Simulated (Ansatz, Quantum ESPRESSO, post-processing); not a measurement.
# Ti2CO2 MXene, 1 layer: response to a perpendicular field, part 2 of 2

Aim: how Ti2CO2 MXene, 1 layer screens a field along its normal, and what the field does to its bands.

Quantum ESPRESSO 7.5; plane-wave DFT, LDA, GBRV ultrasoft pseudopotentials; geometry and cross-check by Ansatz 0.2.0 with PAW datasets.

So far. Step 13 (Band structure: field 0.3 V/Å): Along this path the valence top lies at Γ and the conduction bottom at M. Step 14 (Density by pp.x): The density integrates to 40.000 electrons, as the 40 of the input ask.

### Step 16. Charge moved by a field of 0.2 V/Å

Read from the output:

| Property | Result |
| --- | --- |
| largest charge moved across a plane | 0.001088 e/Å² |
| dipole step | -1.085 eV |

The planar mean oscillates, so the rows of the table below give means over windows of 1 Å about each position, cut where the curve ends. Its maxima inside the range that stand out by 2 % of the span (Å: e/Å³): 8.0: 7.6e-4, 8.8: 3.6e-4, 10.0: 1.2e-4, 12.1: 5.2e-5, 13.1: -3.0e-4. Its minima: 8.6: 3.0e-4, 9.6: -4.9e-5, 11.5: -1.2e-4, 12.9: -3.6e-4, 13.6: -7.6e-4.

Table of planar mean by z; means over each step:

| z (Å) | planar mean (e/Å³) |
| --- | --- |
| 3 | 1.1e-8 |
| 4 | 1.2e-7 |
| 5 | 1.5e-6 |
| 6 | 2.0e-5 |
| 7 | 2.1e-4 |
| 8 | 6.0e-4 |
| 9 | 2.0e-4 |
| 10 | 6.0e-5 |
| 11 | -3.2e-5 |
| 12 | -4.7e-5 |
| 13 | -3.5e-4 |
| 14 | -5.5e-4 |
| 15 | -9.3e-5 |
| 16 | -7.1e-6 |
| 17 | -4.8e-7 |
| 18 | -3.3e-8 |

Table of running integral, electrons below z by z:

| z (Å) | running integral, electrons below z (e/Å²) |
| --- | --- |
| 4 | 4.6e-8 |
| 5 | 5.3e-7 |
| 6 | 6.9e-6 |
| 7 | 8.6e-5 |
| 8 | 6.0e-4 |
| 9 | 1.0e-3 |
| 10 | 0.00105 |
| 11 | 0.00109 |
| 12 | 0.00102 |
| 13 | 8.5e-4 |
| 14 | 2.7e-4 |
| 15 | 2.4e-5 |
| 16 | 1.7e-6 |
| 17 | 1.1e-7 |
| 18 | 8.4e-9 |

### Step 17. Polarisability from the dipole between 0 and 0.1 V/A

This step gave:

- change of slope in the vacuum: 0.10000 eV/Å
- polarisability a cell: 3.430 Å³
- sheet polarisability 4πα/A: 5.424 Å

Table of change of the potential energy, second field less first by z:

z (Å), change of the potential energy, second field less first (eV) and a bar from the least value:
```
        0     -0.405 ######
        1     -0.710 
        2     -0.610 ##
        3     -0.510 ####
        4     -0.410 ######
        5     -0.310 #########
        6     -0.210 ###########
        7     -0.113 #############
        8     -0.036 ##############
        9     -0.010 ###############
       10     -0.002 ###############
       11      0.000 ###############
       12      0.005 ###############
       13      0.016 ###############
       14      0.059 ################
       15      0.148 ##################
       16      0.247 ####################
       17      0.347 ######################
       18      0.447 #########################
       19      0.547 ###########################
       20      0.647 #############################
       21      0.700 ##############################
```

### Step 18. Dipole against field

Table of dipole along the normal, dipole moment by applied field:

| applied field (V/Å) | dipole along the normal, dipole moment (e·Å) |
| --- | --- |
| 0.000 | 2.1e-5 |
| 0.100 | 0.0238 |
| 0.200 | 0.0477 |
| 0.300 | 0.0716 |

### Step 19. Cross-check with Ansatz: field 0.1 V/Å

A second code with its own PAW datasets, on the same atoms.

Level of this step: plane-wave DFT, PBE, Ansatz PAW (Ansatz 0.2.0).

input.yaml reads:

```yaml
crystal:
  lattice:
    - [3.0291053449, 0.0, 0.0]
    - [-1.5145526725, 2.6232821794, 0.0]
    - [0.0, 0.0, 21.6430602255]
  atoms:
    - { symbol: O, position: [0.3333333333, 0.6666666667, 0.397718944] }
    - { symbol: Ti, position: [0.6666666667, 0.3333333333, 0.4396089502] }
    - { symbol: C, position: [0.0, 0.0, 0.4999999888] }
    - { symbol: Ti, position: [0.3333333333, 0.6666666667, 0.5603910517] }
    - { symbol: O, position: [0.6666666667, 0.3333333333, 0.6022810653] }
kpoints:
  mp_grid: { grid: [12, 12, 1] }
hamiltonian:
  xc: pbe
scf:
  occupations: { method: fermi_dirac, width: 0.054 }
  convergence: { dr2_threshold: 1.0e-09 }
efield:
  axis: 3
  dipole_correction: true
  ramp_position: 0.97
  ramp_width: 0.04
  amplitude: 0.1
output:
  write_potential: true
  write_density: true
  volumetric_format: npy
```

Run with:

```sh
$ ansatz run input.yaml --threads 4 --pin off --max-ram 8192MiB --backend cpu --events-out ev --progress --plain --runs-dir out
```

The job ended after 3.9 s (4 threads of Arm Neoverse V2, shared host; peak memory 0.45 GiB).

This step gave:

```
free energy             : -6390.4219 eV
energy at zero smearing : -6390.4214 eV
smearing term TS        : 0.001084 eV
Fermi energy            : -0.1793 eV
gap by band count       : 0.3342 eV
dipole along the normal : 0.02383 e·Å
```

At 0.1 V/Å Ansatz's dipole is 0.0238 e Å against 0.0238 from pw.x, under another functional.

### Step 20. Cross-check with Ansatz: field -0.1 V/Å

input.yaml is the input of step 19 with these lines changed:

```diff
@@ -23,3 +23,3 @@
   ramp_width: 0.04
-  amplitude: 0.1
+  amplitude: -0.1
 output:
```

Run time: 3.9 s. Hardware: 4 threads; peak memory 0.45 GiB; 15 s of CPU time.

Numbers from this step:

* Fermi energy: -0.2118 eV
* dipole along the normal: -0.02383 e·Å

### Step 21. Dipole against field, Ansatz

Dipole along the normal, dipole moment against applied field:

| applied field (V/Å) | dipole along the normal, dipole moment (e·Å) |
| --- | --- |
| -0.1000 | -0.0238 |
| 0.0000 | -3.9e-6 |
| 0.1000 | 0.0238 |

### Step 22. SCF with pw.x, with K_POINTS = [8, 8, 1] and eopreg = 0.02

How much does a setting matter? One run is repeated with a change.

Level of this step: plane-wave DFT, LDA, GBRV ultrasoft pseudopotentials (Quantum ESPRESSO 7.5).

f1.w0.in reads:

```
&control
  prefix = 'f1.w0'
  outdir = './out'
  pseudo_dir = './pseudo'
  calculation = 'scf'
  tprnfor = .true.
  tefield = .true.
  dipfield = .true.
/
&system
  ibrav = 0
  nat = 5
  ntyp = 3
  ecutwfc = 40
  ecutrho = 200
  occupations = 'smearing'
  smearing = 'fd'
  degauss = 0.004
  edir = 3
  emaxpos = 0.97
  eopreg = 0.02
  eamp = 0.00194469
/
&electrons
  conv_thr = 1e-09
  mixing_beta = 0.4
  electron_maxstep = 120
  mixing_mode = 'plain'
/
ATOMIC_SPECIES
  O   15.9990  o_lda_v1.2.uspp.F.UPF
  Ti  47.8670  ti_lda_v1.4.uspp.F.UPF
  C   12.0110  c_lda_v1.2.uspp.F.UPF
CELL_PARAMETERS angstrom
  3.02910534492148 0.00000000000000 -0.00000000000000
  -1.51455267246074 2.62328217944123 -0.00000000000000
  -0.00000000000000 -0.00000000000000 21.64306022550000
ATOMIC_POSITIONS crystal
  O   0.333333333333 0.666666666667 0.397718944039
  Ti  0.666666666667 0.333333333333 0.439608950155
  C   -0.000000000000 -0.000000000000 0.499999988805
  Ti  0.333333333333 0.666666666667 0.560391051729
  O   0.666666666667 0.333333333333 0.602281065271
K_POINTS automatic
  8 8 1 0 0 0
```

Run with:

```sh
$ OMP_NUM_THREADS=1 mpirun -n 4 pw.x -nk 4 -in f1.w0.in > f1.w0.out
```

Run time: 30 s. Hardware: 4 MPI ranks; peak memory 0.44 GiB; 2 min of CPU time.

The changed values were drawn from a wide range, not chosen for quality; the comparison shows what they did here together.

Beside the run it was changed from:

| quantity | this run | unchanged run | difference |
| --- | --- | --- | --- |
| dipole along the normal (e·Å) | 0.02384 | 0.02384 | 0 |
| free energy (eV) | -4286.592 | -4286.598 | 0.0060 |
| wall time (s) | 30 | 55 |  |
| SCF iterations | 15 | 13 |  |

The free energy moves by +1.2 meV an atom.

This run starts from superposed atoms, the unchanged one from a saved density, so their iteration counts don't compare.

The physical values in this table stay within 0.05 %.

### Step 23. A check by hand

α = Δp/E = (0.02384 − (0.00002)) e Å / 0.1 V/Å = 0.2382 e Å²/V; times e/(4πε₀) = 14.40 V Å this is 3.430 Å³. With A = 7.946 Å², 4πα/A = 5.424 Å.

### Step 24. What came out

| Property | Result |
| --- | --- |
| polarisability along the normal, a cell | 3.43 Å³ |
| sheet polarisability 4πα/A | 5.42 Å |
| dipole without a field | 0 e·Å |
| Kohn-Sham ionisation potential, upper face | 6.16 eV |
| gap along the path at 0 V/Å | 0.27 eV |
| gap along the path at 0.2 V/Å | 0.27 eV |
| gap along the path at 0.3 V/Å | 0.27 eV |

The sheet answers a field with a polarisability of 3.43 Å³ a cell, or 4πα/A = 5.42 Å (LDA, GBRV ultrasoft). In pw.x the dipole follows the field linearly over the range tried. A perfect conductor 5.42 Å thick would screen alike; the outer atoms lie 4.43 Å apart. At 0.1 V/Å the sheet takes 0.542 eV off the potential drop. At 0.2 V/Å the gap along the path is unchanged within 0.01 eV. Quantum ESPRESSO and Ansatz give 3.430 and 3.431 Å³ for the polarisability (pw.x from 0 and 0.1 V/Å, Ansatz from ±0.1 V/Å, under PBE), which agree. The ions stay at their zero-field places, so this is the electrons' response alone. Semilocal gaps are too small, and in strong fields empty levels can belong to the vacuum. The runs have no spin polarisation, although Ti can carry a moment.

[Logs are printed without paths, hosts, clocks, repeated set-up lines and the standing remarks that a program may print on its own settings, such as how far it seeks lower states.]

[Hosts, paths, dates, database ids (printed as entryN), source tags and the programs' standing remarks are cut or masked in the printed files.]

[Maps of the electrostatic potential energy from Ansatz leave out the sawtooth potential of an applied field or a dipole correction, so their vacuum need not be flat; planar profiles and work functions include it.]
